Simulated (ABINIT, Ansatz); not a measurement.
# PbS (Galena): changed settings of a GW run in ABINIT

What do changed inputs do to GW on PbS (Galena)?

Method: PBE and many-body steps on it, plane waves, in ABINIT 10.8.3.

The database entry behind the starting cell differs from later determinations by our own check (about 0.1 % short), so it need not match the best structure at ambient conditions.

### Step 1. Set-up

It takes space group Fm-3m (No. 225, cubic). Conventional cell: a = 5.931 Å, b = 5.931 Å, c = 5.931 Å, α = 90.00°, β = 90.00°, γ = 90.00°. Pb has 6 S at 2.97 Å nearest. Nearest to S lie 6 Pb at 2.97 Å. Farther neighbours and most contacts between anions are not listed.

The cell and positions come from the Crystallography Open Database and are kept as given unless a step says otherwise. Spin-orbit coupling is left out unless a step names it.

### Step 2. Screening, 6×6×6 mesh, 150 bands, screening to 176.9 eV

This step: ABINIT 10.8.3; RPA screening on PBE, plane waves, norm-conserving pseudopotentials.

The RPA dielectric matrix is built and inverted for each q.

Input file run.abi:

```
acell 3*1.0 Angstrom
rprim 
  0.000000000000 2.965750000000 2.965750000000
  2.965750000000 -0.000000000000 2.965750000000
  2.965750000000 2.965750000000 0.000000000000
ntypat 2
znucl 82 16
natom 2
typat 1 2
xred 
  0.000000000000 0.000000000000 0.000000000000
  0.500000000000 0.500000000000 0.500000000000
pp_dirpath "pseudos"
pseudos "Pb.upf, S.upf"
ecut 32
ngkpt 6 6 6
nshiftk 1
shiftk 0 0 0
kptopt 1
chksymbreak 0
istwfk *1
occopt 1
irdwfk 1
optdriver 3
nband 150
ecuteps 6.5
inclvkb 2
awtr 1
symchi 1
indata_prefix "in"
outdata_prefix "out"
tmpdata_prefix "tmp"
```

Started as:

```
$ OMP_NUM_THREADS=1 mpirun -n 8 abinit run.abi > log
```

The program printed:

```text
.Version 10.8.3 of ABINIT. v10.8.2 released Aug 2026.

 Symmetries : space group Fm -3 m (#225); Bravais cF (face-center cubic)
[... echo of the input left out ...]
== DATASET  1 ==================================================================
-   mpi_nproc: 8, omp_nthreads: 1 (-1 if OMP is not activated)

--- !DatasetInfo
iteration_state: {dtset: 1, }
dimensions: {natom: 2, nkpt: 16, mband: 150, nsppol: 1, nspinor: 1, nspden: 1, mpw: 3071, }
cutoff_energies: {ecut:  32.0, pawecutdg:  -1.0, }
electrons: {nelect:   2.80000000E+01, charge:   0.00000000E+00, occopt:   1.00000000E+00, tsmear:   1.00000000E-02, }

 SCREENING: Calculation of the susceptibility and dielectric matrices

 Based on a program developped by R.W. Godby, V. Olevano, G. Onida, and L. Reining.
 Incorporated in ABINIT by V. Olevano, G.-M. Rignanese, and M. Torrent.
.Using double precision arithmetic ; gwpc =  8

[... cell and pseudopotentials left out ...]
--------------------------------------------------------------------------------

 ==== K-mesh for the wavefunctions ====
 Number of points in the irreducible wedge :    16
[... list of points left out ...]
 Together with 48 symmetry operations and time-reversal symmetry
 yields   216 points in the full Brillouin Zone.

 ==== Q-mesh for the screening function ====
 Number of points in the irreducible wedge :    16
[... list of points left out ...]
 Together with 48 symmetry operations and time-reversal symmetry
 yields   216 points in the full Brillouin Zone.

 setmesh: FFT mesh size selected  =    30x   30x   30
          total number of points  =        27000

 vcoul_init : cutoff-mode = AUXILIARY_FUNCTION
 q-points for optical limit:   1
     1)      0.000010    0.000020    0.000030

- screening: taking advantage of time-reversal symmetry
- Maximum band index for partially occupied states nbvw = 14
- Remaining bands to be divided among processors   nbcw = 136
- Number of bands treated by each node ~17

 Number of electrons calculated from density =   28.0000; Expected =   28.0000
 average of density, n =  0.079529
 r_s =    1.4425
 omega_plasma =   27.2032 [eV]

 calculating chi0 at frequencies [eV] :
  1    0.000000E+00    0.000000E+00
  2    0.000000E+00    2.720317E+01

--------------------------------------------------------------------------------
  q-point number  1        q = ( 0.000000, 0.000000, 0.000000) [r.l.u.]
--------------------------------------------------------------------------------
[... chi0 elements left out ...]
 For q-point:  0.000010 0.000020 0.000030
  dielectric constant =  31.0695
  dielectric constant without local fields =  33.1164

  Average fulfillment of the sum rule on Im[epsilon] for q-point    1 :     80.24  [%]
[... wings left out ...]
  q-point number  2        q = ( 0.166667, 0.000000, 0.000000) [r.l.u.]
--------------------------------------------------------------------------------
[... chi0 elements left out ...]
  Average fulfillment of the sum rule on Im[epsilon] for q-point    2 :     93.25  [%]

 [... 14 further q-points ...]
```

It took 3.7 min on 8 MPI ranks of Arm Neoverse V1, shared host; peak memory 2.8 GiB; 30 min of CPU time.

This step gave:

- ε∞ with local fields, on this mesh, along the program's q direction: 31.07
- the same without local fields: 33.12
- plasma frequency: 27.20 eV
- plane waves in the screening matrix: 283

Local fields lower ε∞ by 6 %.

### Step 3. Base

The self-energy is evaluated for the states that the input lists, and the levels follow from it, in one-shot runs by the linearised quasiparticle equation.

This step: G0W0 on PBE, plane waves, norm-conserving pseudopotentials.

Changes to run.abi since step 2:

```diff
@@ -23,8 +23,17 @@
 irdwfk 1
-optdriver 3
+optdriver 4
 nband 150
+gwcalctyp 0
+ecutsigx 32
+symsigma 1
+nkptgw 2
+kptgw 
+  0.5000000000 0.0000000000 0.0000000000
+  0.0000000000 0.0000000000 0.0000000000
+bdgw 
+  12 17
+  12 17
 ecuteps 6.5
-inclvkb 2
-awtr 1
-symchi 1
+irdscr 1
+ppmodel 1
 indata_prefix "in"
```

The program printed:

```text
.Version 10.8.3 of ABINIT. v10.8.2 released Aug 2026.

 Symmetries : space group Fm -3 m (#225); Bravais cF (face-center cubic)
[... echo of the input left out ...]
== DATASET  1 ==================================================================
-   mpi_nproc: 8, omp_nthreads: 1 (-1 if OMP is not activated)

--- !DatasetInfo
iteration_state: {dtset: 1, }
dimensions: {natom: 2, nkpt: 16, mband: 150, nsppol: 1, nspinor: 1, nspden: 1, mpw: 3071, }
cutoff_energies: {ecut:  32.0, pawecutdg:  -1.0, }
electrons: {nelect:   2.80000000E+01, charge:   0.00000000E+00, occopt:   1.00000000E+00, tsmear:   1.00000000E-02, }

 SIGMA: Calculation of the GW corrections

 Based on a program developped by R.W. Godby, V. Olevano, G. Onida, and L. Reining.
 Incorporated in ABINIT by V. Olevano, G.-M. Rignanese, and M. Torrent.
.Using double precision arithmetic ; gwpc =  8

[... cell and pseudopotentials left out ...]
--------------------------------------------------------------------------------

 ==== K-mesh for the wavefunctions ====
 Number of points in the irreducible wedge :    16
[... list of points left out ...]
 Together with 48 symmetry operations and time-reversal symmetry
 yields   216 points in the full Brillouin Zone.

 ==== Q-mesh for screening function ====
 Number of points in the irreducible wedge :    16
[... list of points left out ...]
 Together with 48 symmetry operations and time-reversal symmetry
 yields   216 points in the full Brillouin Zone.

 vcoul_init : cutoff-mode = AUXILIARY_FUNCTION
 q-points for optical limit:   1
     1)      0.000010    0.000020    0.000030
 setmesh: FFT mesh size selected  =    45x   45x   45
          total number of points  =        91125

 Number of electrons calculated from density =   28.0000; Expected =   28.0000
 average of density, n =  0.079529
 r_s =    1.4425
 omega_plasma =   27.2032 [eV]

 === KS Band Gaps ===
  >>>> For spin  1
   Minimum direct gap =   0.3621 [eV], located at k-point      :   0.5000  0.0000  0.0000
   Fundamental gap    =   0.3621 [eV], Top of valence bands at :   0.5000  0.0000  0.0000
                                       Bottom of conduction at :   0.5000  0.0000  0.0000
 SIGMA fundamental parameters:
 PLASMON POLE MODEL  1
 number of plane-waves for SigmaX                 3071
 number of plane-waves for SigmaC and W            283
 number of plane-waves for wavefunctions          3071
 number of bands                                   150
 number of independent spin polarizations            1
 number of spinorial components                      1
 number of k-points in IBZ                          16
 number of q-points in IBZ                          16
 number of symmetry operations                      48
 number of k-points in BZ                          216
 number of q-points in BZ                          216
 number of frequencies for dSigma/dE                 9
 frequency step for dSigma/dE [eV]                0.25
 number of omega for Sigma on real axis              0
 max omega for Sigma on real axis  [eV]           0.00
 zcut for avoiding poles [eV]                     0.10

 EPSILON^-1 parameters (SCR file):
 dimension of the eps^-1 matrix on file            283
 dimension of the eps^-1 matrix used               283
 number of plane-waves for wavefunctions          3071
 number of bands                                   150
 number of q-points in IBZ                          16
 number of frequencies                               2
 number of real frequencies                          1
 number of imag frequencies                          1

 matrix elements of self-energy operator (all in [eV])

 Perturbative Calculation

--- !SelfEnergy_ee
iteration_state: {dtset: 1, }
kpoint     : [   0.500,    0.000,    0.000, ]
spin       : 1
KS_gap     :    0.362
QP_gap     :    0.648
Delta_QP_KS:    0.285
data: !SigmaeeData |
     Band     E0 <VxcDFT>   SigX SigC(E0)      Z dSigC/dE  Sig(E)    E-E0       E
       12   5.324 -13.031 -15.876   1.959   0.767  -0.303 -13.711  -0.680   4.644
       13   5.324 -13.031 -15.876   1.959   0.767  -0.303 -13.711  -0.680   4.644
       14   7.111 -13.946 -15.143   0.631   0.784  -0.275 -14.390  -0.443   6.668
       15   7.473  -9.983  -6.763  -3.416   0.808  -0.237 -10.141  -0.158   7.315
       16   9.069 -10.964  -7.342  -3.594   0.808  -0.238 -10.941   0.023   9.092
       17   9.069 -10.964  -7.342  -3.594   0.808  -0.238 -10.941   0.023   9.092

--- !SelfEnergy_ee
iteration_state: {dtset: 1, }
kpoint     : [   0.000,    0.000,    0.000, ]
spin       : 1
KS_gap     :    7.387
QP_gap     :    8.244
Delta_QP_KS:    0.858
data: !SigmaeeData |
     Band     E0 <VxcDFT>   SigX SigC(E0)      Z dSigC/dE  Sig(E)    E-E0       E
[...]
15  12.321 -12.027  -7.000  -4.803   0.785  -0.274 -11.851   0.176  12.497
       16  12.321 -12.027  -7.000  -4.803   0.785  -0.274 -11.851   0.176  12.497
       17  12.321 -12.027  -7.000  -4.803   0.785  -0.274 -11.851   0.176  12.497

== END DATASET(S) ==============================================================
================================================================================

 -outvars: echo values of variables after computation  --------
           etotal      0.0000000000E+00
            nband         150
             nkpt          16
          spgroup         225
 [... the other variables as echoed above ...]

 Calculation completed.
```

Elapsed: 26 s, on 8 MPI ranks; peak memory 2.7 GiB; 3.4 min of CPU time.

Numbers from this step:

```yaml
g0w0_gap_on_the_points_computed: 0.6470 eV
starting_gap_on_the_mesh: 0.3621 eV
k_of_the_valence_top: 0.5, 0, 0
k_of_the_conduction_bottom: 0.5, 0, 0
z_at_the_valence_top: 0.784
z_at_the_conduction_bottom: 0.808
least_direct_g0w0_gap_on_the_computed_points: 0.6470 eV
```

The gap on the mesh goes from 0.36 eV to 0.65 eV, a correction of +0.28 eV.

### Step 4. Fewer bands in the self-energy

Changes to run.abi since step 3:

```diff
@@ -24,3 +24,3 @@
 optdriver 4
-nband 150
+nband 24
 gwcalctyp 0
```

The program printed:

```text
.Version 10.8.3 of ABINIT. v10.8.2 released Aug 2026.

 Symmetries : space group Fm -3 m (#225); Bravais cF (face-center cubic)
[... echo of the input left out ...]
== DATASET  1 ==================================================================
-   mpi_nproc: 8, omp_nthreads: 1 (-1 if OMP is not activated)

--- !DatasetInfo
iteration_state: {dtset: 1, }
dimensions: {natom: 2, nkpt: 16, mband: 24, nsppol: 1, nspinor: 1, nspden: 1, mpw: 3071, }
cutoff_energies: {ecut:  32.0, pawecutdg:  -1.0, }
electrons: {nelect:   2.80000000E+01, charge:   0.00000000E+00, occopt:   1.00000000E+00, tsmear:   1.00000000E-02, }

 SIGMA: Calculation of the GW corrections

 Based on a program developped by R.W. Godby, V. Olevano, G. Onida, and L. Reining.
 Incorporated in ABINIT by V. Olevano, G.-M. Rignanese, and M. Torrent.
.Using double precision arithmetic ; gwpc =  8

[... cell and pseudopotentials left out ...]
--------------------------------------------------------------------------------

 ==== K-mesh for the wavefunctions ====
 Number of points in the irreducible wedge :    16
[... list of points left out ...]
 Together with 48 symmetry operations and time-reversal symmetry
 yields   216 points in the full Brillouin Zone.

 ==== Q-mesh for screening function ====
 Number of points in the irreducible wedge :    16
[... list of points left out ...]
 Together with 48 symmetry operations and time-reversal symmetry
 yields   216 points in the full Brillouin Zone.

 vcoul_init : cutoff-mode = AUXILIARY_FUNCTION
 q-points for optical limit:   1
     1)      0.000010    0.000020    0.000030
 setmesh: FFT mesh size selected  =    45x   45x   45
          total number of points  =        91125

 Number of electrons calculated from density =   28.0000; Expected =   28.0000
[...]
number of omega for Sigma on real axis              0
 max omega for Sigma on real axis  [eV]           0.00
 zcut for avoiding poles [eV]                     0.10

 EPSILON^-1 parameters (SCR file):
 dimension of the eps^-1 matrix on file            283
 dimension of the eps^-1 matrix used               283
 number of plane-waves for wavefunctions          3071
 number of bands                                   150
 number of q-points in IBZ                          16
 number of frequencies                               2
 number of real frequencies                          1
 number of imag frequencies                          1

 matrix elements of self-energy operator (all in [eV])

 Perturbative Calculation

--- !SelfEnergy_ee
iteration_state: {dtset: 1, }
kpoint     : [   0.500,    0.000,    0.000, ]
spin       : 1
KS_gap     :    0.362
QP_gap     :    0.281
Delta_QP_KS:   -0.081
data: !SigmaeeData |
     Band     E0 <VxcDFT>   SigX SigC(E0)      Z dSigC/dE  Sig(E)    E-E0       E
       12   5.324 -13.031 -15.876   3.382   0.780  -0.282 -12.612   0.419   5.743
       13   5.324 -13.031 -15.876   3.382   0.780  -0.282 -12.612   0.419   5.743
       14   7.111 -13.946 -15.143   2.234   0.800  -0.250 -13.116   0.830   7.941
[...]
--- !SelfEnergy_ee
iteration_state: {dtset: 1, }
kpoint     : [   0.000,    0.000,    0.000, ]
spin       : 1
KS_gap     :    7.387
QP_gap     :    8.573
Delta_QP_KS:    1.187
data: !SigmaeeData |
     Band     E0 <VxcDFT>   SigX SigC(E0)      Z dSigC/dE  Sig(E)    E-E0       E
[...]
16  12.321 -12.027  -7.000  -3.066   0.807  -0.239 -10.445   1.582  13.903
       17  12.321 -12.027  -7.000  -3.066   0.807  -0.239 -10.445   1.582  13.903

== END DATASET(S) ==============================================================
================================================================================

 -outvars: echo values of variables after computation  --------
           etotal      0.0000000000E+00
            nband          24
             nkpt          16
          spgroup         225
 [... the other variables as echoed above ...]

 Calculation completed.
```

Run time: 7.7 s. Hardware: 8 MPI ranks; peak memory 2.4 GiB.

Numbers from this step:

- G0W0 gap on the points computed: 0.2820 eV
- starting gap on the mesh: 0.3621 eV
- k of the valence top: 0.5, 0, 0
- k of the conduction bottom: 0.5, 0, 0
- Z at the valence top: 0.8
- Z at the conduction bottom: 0.821
- least direct G0W0 gap on the computed points: 0.2820 eV

### Step 5. Contour deformation on a plasmon-pole file

Changes to run.abi since step 4:

```diff
@@ -24,4 +24,4 @@
 optdriver 4
-nband 24
-gwcalctyp 0
+nband 150
+gwcalctyp 2
 ecutsigx 32
@@ -37,3 +37,2 @@
 irdscr 1
-ppmodel 1
 indata_prefix "in"
```

The program printed:

```text
.Version 10.8.3 of ABINIT. v10.8.2 released Aug 2026.

 Symmetries : space group Fm -3 m (#225); Bravais cF (face-center cubic)
================================================================================
 Values of the parameters that define the memory need of the present run
     intxc =       0    ionmov =       0      iscf =       7    lmnmax =       7
     lnmax =       7     mgfft =      45  mpssoang =       4    mqgrid =    3001
     natom =       2  nloc_mem =       1    nspden =       1   nspinor =       1
    nsppol =       1      nsym =      48    n1xccc =    2501    ntypat =       2
    occopt =       1   xclevel =       2
-    mband =         150        mffmem =           1         mkmem =           2
       mpw =        3071          nfft =       91125          nkpt =          16
================================================================================
  Rough estimation (10% accuracy) of disk space for files :
================================================================================

--------------------------------------------------------------------------------
------------- Echo of variables that govern the present computation ------------
--------------------------------------------------------------------------------
 -outvars: echo values of preprocessed input variables --------
            acell      1.8897261259E+00  1.8897261259E+00  1.8897261259E+00 Bohr

             bdgw          12      17      12      17
      chksymbreak           0
             ecut      3.20000000E+01 Hartree
          ecuteps      6.50000000E+00 Hartree
         ecutsigx      3.20000000E+01 Hartree
          ecutwfn      3.20000000E+01 Hartree
-          fftalg         312
        gwcalctyp           2
           irdscr           1
[...]
setmesh: FFT mesh size selected  =    45x   45x   45
          total number of points  =        91125

 Number of electrons calculated from density =   28.0000; Expected =   28.0000
 average of density, n =  0.079529
 r_s =    1.4425
 omega_plasma =   27.2032 [eV]

 === KS Band Gaps ===
  >>>> For spin  1
   Minimum direct gap =   0.3621 [eV], located at k-point      :   0.5000  0.0000  0.0000
   Fundamental gap    =   0.3621 [eV], Top of valence bands at :   0.5000  0.0000  0.0000
                                       Bottom of conduction at :   0.5000  0.0000  0.0000
 SIGMA fundamental parameters:
 CONTOUR DEFORMATION
 number of plane-waves for SigmaX                 3071
 number of plane-waves for SigmaC and W            283
 number of plane-waves for wavefunctions          3071
 number of bands                                   150
 number of independent spin polarizations            1
 number of spinorial components                      1
 number of k-points in IBZ                          16
 number of q-points in IBZ                          16
 number of symmetry operations                      48
 number of k-points in BZ                          216
 number of q-points in BZ                          216
 number of frequencies for dSigma/dE                 9
 frequency step for dSigma/dE [eV]                0.25
 number of omega for Sigma on real axis              0
 max omega for Sigma on real axis  [eV]           0.00
 zcut for avoiding poles [eV]                     0.10

 EPSILON^-1 parameters (SCR file):
 dimension of the eps^-1 matrix on file            283
 dimension of the eps^-1 matrix used               283
 number of plane-waves for wavefunctions          3071
 number of bands                                   150
 number of q-points in IBZ                          16
 number of frequencies                               2
 number of real frequencies                          1
 number of imag frequencies                          1

 matrix elements of self-energy operator (all in [eV])

 Perturbative Calculation

--- !ERROR
message: |
    Fatal error

--- !ERROR
message: |
    Fatal error

--- from the log ---
Fatal error
```

Elapsed: 3.8 s, on 8 MPI ranks; peak memory 1.9 GiB; 26 s of CPU time.

The run stopped with an error after 3.8 s.

The fault put into this input: contour deformation on a plasmon-pole file.

### Step 6. The runs together

Times are wall times on 8 MPI ranks of Arm Neoverse V1, shared host, good to a factor of about two. A run's time includes the screening step that it read.

```tsv
run	mesh	bands	screening cutoff (eV)	DFT gap (eV)	gap on the mesh (eV)	direct (eV)	ε∞ used	time
base	6×6×6	150	176.9	0.362	0.647	0.647	31.07	4.1 min
fewer bands in the self-energy	6×6×6	24	176.9	0.362	0.282	0.282	31.07	3.8 min
```

### Step 7. Outcome

| Item | Value |
| --- | --- |
| base | 0.647 eV |
| fewer bands in the self-energy | 0.282 eV |
| known limits | not at the basis limit; model gap, bands may invert with spin-orbit coupling; mesh may overstate the screening; no spin-orbit coupling |

In words: Fewer bands in the self-energy: −0.365 eV against base (keys changed: nband). Bands and cutoff are finite, so the gap is not at the basis limit. The miss can reach some tenths of an eV and take either sign; the mesh is an error of its own. In the first G0W0 run levels were corrected at 2 k points alone, so a gap called «on the mesh» is the least over those, and an edge elsewhere would be missed. Where an edge is built on 6p states of lead, bismuth or thallium, scalar-relativistic gaps usually stand too wide, by a few tenths to over one eV. With atoms this heavy and so narrow a gap, spin-orbit coupling can invert the bands. These scalar-relativistic gaps are then model values, not to be set against experiment, and a spin-orbit change taken from DFT can't simply be added. For the PBE start: The RPA ε∞ on this mesh reaches over 25; with a narrow direct gap a coarse mesh can overstate it, and the correction is then too small.

[Paths, hosts, dates, memory and timing lines, banners, echoed tables and standing remarks are left out of the program output.]

[Logs are printed without paths, hosts, clocks, repeated set-up lines and the standing remarks that a program may print on its own settings, such as how far it seeks lower states.]

[Runs of the session that timed out or met a known fault of the program may be left out.]

[No measured gap is set beside runs whose start may be inverted or whose files or cutoffs have a known fault.]

[Hosts, paths, dates, database ids (printed as entryN), source tags and the programs' standing remarks are cut or masked in the printed files.]

[G0W0 gaps are taken among the corrected bands and points alone; a level outside them can change the order at an edge.]

[Where Ansatz stands beside ABINIT at settings called matched, ABINIT's density can come from a denser mesh and the files from another edition; pairs whose starting gaps differed by over 0.03 eV were left out, so agreement reads better than it is.]
